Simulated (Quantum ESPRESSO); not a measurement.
# Near-edge structure at the O K edge of SiO2 (Quartz, P3_121), part 2 of 3

Aim: the near-edge shape at the O K edge of SiO2 (Quartz, P3_121), and what the core hole does to it.

Quantum ESPRESSO 7.5; X-ray absorption near-edge structure, plane-wave PAW PBE, one-electron final states by a Lanczos continued fraction.

So far. Step 2 (Ground state of the crystal): The mesh shows a gap of 6.00 eV, so the hole is first treated in a charged cell, without the excited electron. Step 3 (Spectrum without a core hole, O atom 4): Main maxima below 24 eV (height): 4.6 eV (1.71), 6.6 eV (2.25), 9.4 eV (1.41), 11.2 eV (1.12), 13.3 eV (0.94) and 15.2 eV (0.81). A K edge sees empty p states on the absorber.

### 6. The atom with a core hole

Level of this step: all-electron atom with a core hole and its PAW potential, PBE, scalar-relativistic (Quantum ESPRESSO).

The final state has one core electron fewer, so a PAW data set is made for an atom with that hole.

The input, O.pbe-n-kjpaw-1sch.ld1.in:

```
&input
   title='O', zed=8., rel=1, iswitch=3, dft='PBE',
   config='1s1 2s2 2p5'
/
&inputp
   file_pseudopw='O.pbe-n-kjpaw-1sch.UPF', author='',
   lpaw=.true.,
   pseudotype=3,
   lloc=-1,
   rcloc=1.1,
   which_augfun='PSQ',
   rmatch_augfun_nc=.true.,
   nlcc=.true.,
   new_core_ps=.true.,
   rcore=0.7,
   tm=.true.,
   zval=7,
   lgipaw_reconstruction=.true., use_paw_as_gipaw=.true.
/
4
2S  1  0  2.00  0.00  1.00  1.30  0.0
2S  1  0  0.00  1.00  1.00  1.30  0.0
2P  2  1  5.00  0.00  0.90  1.35  0.0
2P  2  1  0.00  0.05  0.90  1.35  0.0
```

On the command line:

```console
$ ld1.x < O.pbe-n-kjpaw-1sch.ld1.in > O.pbe-n-kjpaw-1sch.ld1.out
```

Output:

```text
     [... banner and references ...]
PAW data will be used for GIPAW calculation
     --------------------------- All-electron run ----------------------------

     O
     scalar relativistic calculation

     atomic number is  8.00
     dft =PBE   lsd =0 sic =0 latt =0  beta=0.20 tr2=1.0E-14
     Exchange-correlation= PBE
                           (   1   4   3   4   0   0   0)
     mesh =1095 r(mesh) =  99.04343 a.u. xmin = -7.00 dx = 0.01250
     1 Ry =  13.60569312 eV, c = 137.03599908

     n l     nl                  e(Ry)          e(Ha)          e(eV)
     1 0     1S 1( 1.00)       -42.2555       -21.1277      -574.9151
     2 0     2S 1( 2.00)        -1.9484        -0.9742       -26.5092
     2 1     2P 1( 5.00)        -0.8534        -0.4267       -11.6109

     final scf error:  9.0E-15 reached in  28 iterations

     Etot =    -110.691273 Ry,     -55.345636 Ha,   -1506.031488 eV

     Ekin =     110.377054 Ry,      55.188527 Ha,    1501.756329 eV
     Encl =    -271.747232 Ry,    -135.873616 Ha,   -3697.309445 eV
     Eh   =      64.143532 Ry,      32.071766 Ha,     872.717207 eV
     Exc  =     -13.464627 Ry,      -6.732313 Ha,    -183.195579 eV

     normalization and overlap integrals

     s(1S/1S) =  1.000000  <r> =   0.1922  <r2> =    0.0497  r(max) =   0.1266
     s(1S/2S) = -0.000243
     s(2S/2S) =  1.000000  <r> =   1.0648  <r2> =    1.3830  r(max) =   0.8151
     s(2P/2P) =  1.000000  <r> =   1.0977  <r2> =    1.6069  r(max) =   0.7104

     ------------------------ End of All-electron run ------------------------

     --------------------- Generating PAW atomic setup --------------------

      Generating local potential from pseudized AE potential:
      Matching radius rcloc =   1.1000

[...]
(   1   4   3   4   0   0   0)
     mesh =1095 r(mesh) =  99.04343 a.u. xmin = -7.00 dx = 0.01250
     1 Ry =  13.60569312 eV, c = 137.03599908

     n l     nl                  e(Ry)          e(Ha)          e(eV)
[...]
final scf error:  9.0E-15 reached in  28 iterations

     Etot =    -110.691273 Ry,     -55.345636 Ha,   -1506.031488 eV

     Ekin =     110.377054 Ry,      55.188527 Ha,    1501.756329 eV
     Encl =    -271.747232 Ry,    -135.873616 Ha,   -3697.309445 eV
     Eh   =      64.143532 Ry,      32.071766 Ha,     872.717207 eV
     Exc  =     -13.464627 Ry,      -6.732313 Ha,    -183.195579 eV

     normalization and overlap integrals

     s(1S/1S) =  1.000000  <r> =   0.1922  <r2> =    0.0497  r(max) =   0.1266
     s(1S/2S) = -0.000243
     s(2S/2S) =  1.000000  <r> =   1.0648  <r2> =    1.3830  r(max) =   0.8151
     s(2P/2P) =  1.000000  <r> =   1.0977  <r2> =    1.6069  r(max) =   0.7104

     ------------------------ End of All-electron run ------------------------

     ---------------------- Testing the pseudopotential ----------------------

     O
     scalar relativistic calculation

     atomic number is  8.00   valence charge is  7.00
     dft = SLA  PW   PBX  PBC   lsd =0 sic =0 latt =0  beta=0.20 tr2=1.0E-14
     mesh =1095 r(mesh) =  99.04343 xmin = -7.00 dx = 0.01250

     n l     nl             e AE (Ry)        e PS (Ry)    De AE-PS (Ry)
     1 0     2S   1( 2.00)       -1.94839       -1.94839        0.00000
     2 1     2P   1( 5.00)       -0.85338       -0.85339        0.00001

     eps = 6.0E-18  iter =  4

     Etot =    -110.691273 Ry,     -55.345636 Ha,   -1506.031488 eV
     Etotps =   -51.563652 Ry,     -25.781826 Ha,    -701.559225 eV

     Ekin =      48.398334 Ry,      24.199167 Ha,     658.492884 eV
     Encl =    -128.343327 Ry,     -64.171663 Ha,   -1746.199920 eV
     Ehrt =      41.845963 Ry,      20.922981 Ha,     569.343330 eV
     Ecxc =     -13.464622 Ry,      -6.732311 Ha,    -183.195520 eV
     (Ecc =      -0.076871 Ry,      -0.038436 Ha,      -1.045890 eV)

     ---------------------- End of pseudopotential test ----------------------
```

The job ended after 0.76 s (1 MPI rank of Arm Neoverse N1, shared host; peak memory 0.12 GiB).

Removing the core electron and adding it to the valence shell costs the free atom 534.9 eV.

### 7. Cell with FCH, O atom 4

The holes are 4.9 Å apart. The excited electron is left out and a uniform background balances the charge.

The input, scf.in:

```
&control
   calculation='scf', prefix='x', pseudo_dir='../pp', outdir='tmp', tprnfor=.true.
/
&system
   ibrav=0, nat=9, ntyp=3, nbnd=28
   ecutwfc=50, ecutrho=360
   occupations='fixed'
   tot_charge=1
/
&electrons
   conv_thr=9.0e-08, electron_maxstep=120
   mixing_beta=0.5
/
ATOMIC_SPECIES
Si 1.0 Si.pbe-nl-kjpaw.UPF
O0 1.0 O.pbe-n-kjpaw-1sch.UPF
O 1.0 O.pbe-n-kjpaw.UPF
CELL_PARAMETERS angstrom
  2.45790000 -4.25720768 0.00000000
  -2.45790000 -4.25720768 0.00000000
  0.00000000 0.00000000 -5.40910000
ATOMIC_POSITIONS crystal
Si   0.00000000 0.53030000 0.00000000
Si   0.46970000 0.00000000 0.33333333
Si   0.53030000 0.46970000 0.66666667
O0   0.58580000 0.14620000 0.54766667
O    0.14620000 0.26800000 0.21433333
O    0.26800000 0.58580000 0.88100000
O    0.41420000 0.73200000 0.45233333
O    0.85380000 0.41420000 0.78566667
O    0.73200000 0.85380000 0.11900000
K_POINTS automatic
4 4 4 0 0 0
```

On the command line:

```console
$ OMP_NUM_THREADS=1 mpirun --oversubscribe --bind-to none -np 8 pw.x -nk 8 -in scf.in > scf.out
```

Output:

```text
     [... banner and references ...]
[banner, memory and clock lines left out]
G-vector sticks info

     bravais-lattice index     =            0
     lattice parameter (alat)  =       9.2895  a.u.
     unit-cell volume          =     763.9073 (a.u.)^3
     number of atoms/cell      =            9
     number of atomic types    =            3
     number of electrons       =        48.00
     number of Kohn-Sham states=           28
     kinetic-energy cutoff     =      50.0000  Ry
     charge density cutoff     =     360.0000  Ry
     scf convergence threshold =      9.0E-08
     mixing beta               =       0.5000
     number of iterations used =            8  plain     mixing
     Exchange-correlation= SLA  PW   PBX  PBC
                           (   1   4   3   4   0   0   0)

     celldm(1)=   9.289516  celldm(2)=   0.000000  celldm(3)=   0.000000
     celldm(4)=   0.000000  celldm(5)=   0.000000  celldm(6)=   0.000000

     crystal axes: (cart. coord. in units of alat)
               a(1) = (   0.500000  -0.866025   0.000000 )
               a(2) = (  -0.500000  -0.866025   0.000000 )
               a(3) = (   0.000000   0.000000  -1.100350 )

     reciprocal axes: (cart. coord. in units 2 pi/alat)
               b(1) = (  1.000000 -0.577350  0.000000 )
               b(2) = ( -1.000000 -0.577350 -0.000000 )
               b(3) = (  0.000000 -0.000000 -0.908802 )

     PseudoPot. #1 for Si:     Pseudo is Projector augmented-wave + core cor, Zval =  4.0

     ../pp/O.pbe-n-kjpaw-1sch.UPF
     Pseudo is Projector augmented-wave + core cor, Zval =  7.0
     Shape of augmentation charge: PSQ
     Using radial grid of 1095 points,  4 beta functions with:
                l(1) =   0
[...]
iteration # 17     ecut=    50.00 Ry     beta= 0.50
     Davidson diagonalization with overlap
     ethr =  3.76E-10,  avg # of iterations =  5.5

     total energy              =    -401.63037234 Ry
     estimated scf accuracy    <       0.00000015 Ry

     iteration # 18     ecut=    50.00 Ry     beta= 0.50
     Davidson diagonalization with overlap
     ethr =  3.19E-10,  avg # of iterations =  1.3

     End of self-consistent calculation

          k = 0.0000-0.0000 0.0000 (  4595 PWs)   bands (ev):

   -21.8209 -16.2768 -15.1473 -15.0852 -14.3911 -14.3458  -9.4237  -5.8217
    -5.4632  -5.3527  -4.3032  -2.5342  -2.3633  -2.1489  -0.1125   0.1365
     0.4319   0.7481   0.9525   1.4454   1.6798   1.9060   2.3397   2.4880
     8.1109  11.4860  11.7996  11.8732

     [... bands of 35 further k-points ...]

     highest occupied, lowest unoccupied level (ev):     2.7184    8.1109

!    total energy              =    -401.63037228 Ry
     total all-electron energy =     -2605.030039 Ry
     estimated scf accuracy    <       0.00000009 Ry

     The total energy is the sum of the following terms:
     one-electron contribution =    -116.12259261 Ry
     hartree contribution      =      84.87064442 Ry
     xc contribution           =     -62.04260751 Ry
     ewald contribution        =    -145.74137621 Ry
     one-center paw contrib.   =    -162.59444037 Ry

     convergence has been achieved in  18 iterations

     Forces acting on atoms (cartesian axes, Ry/au):

     atom    1 type  1   force =    -0.00028030    0.00355556   -0.00997193
     atom    2 type  1   force =     0.01676701    0.14054258    0.17692926
     atom    3 type  1   force =    -0.10823157   -0.14854481   -0.11792882
[...]
atom    8 type  3   force =     0.01395267    0.03471555    0.03870794
     atom    9 type  3   force =    -0.03333656   -0.02488993   -0.03032491

     Total force =     0.337793     Total SCF correction =     0.000238

     XML data file, charge density, pseudopotentials, collected wavefunctions
```

Run time: 73 s. Hardware: 8 MPI ranks; peak memory 0.13 GiB.

Energy with the hole: -35443.239 eV, cores included.

(Continued in part 3 of 3.)

[Banner, clock and machine lines of the logs are left out without a mark of their own.]

[Logs are printed without paths, hosts, clocks, repeated set-up lines and the standing remarks that a program may print on its own settings, such as how far it seeks lower states.]

[Hosts, paths, dates, database ids (printed as entryN), source tags and the programs' standing remarks are cut or masked in the printed files.]

[Lists of maxima count a maximum above −3 eV only where it reaches 4 % of the highest in the window and stands out from its surroundings by 2 % of it (1.5 % where it reaches 55 %); shoulders and weaker maxima are passed over, and of the rest the first, up to two pre-edge ones and the few strongest are named.]
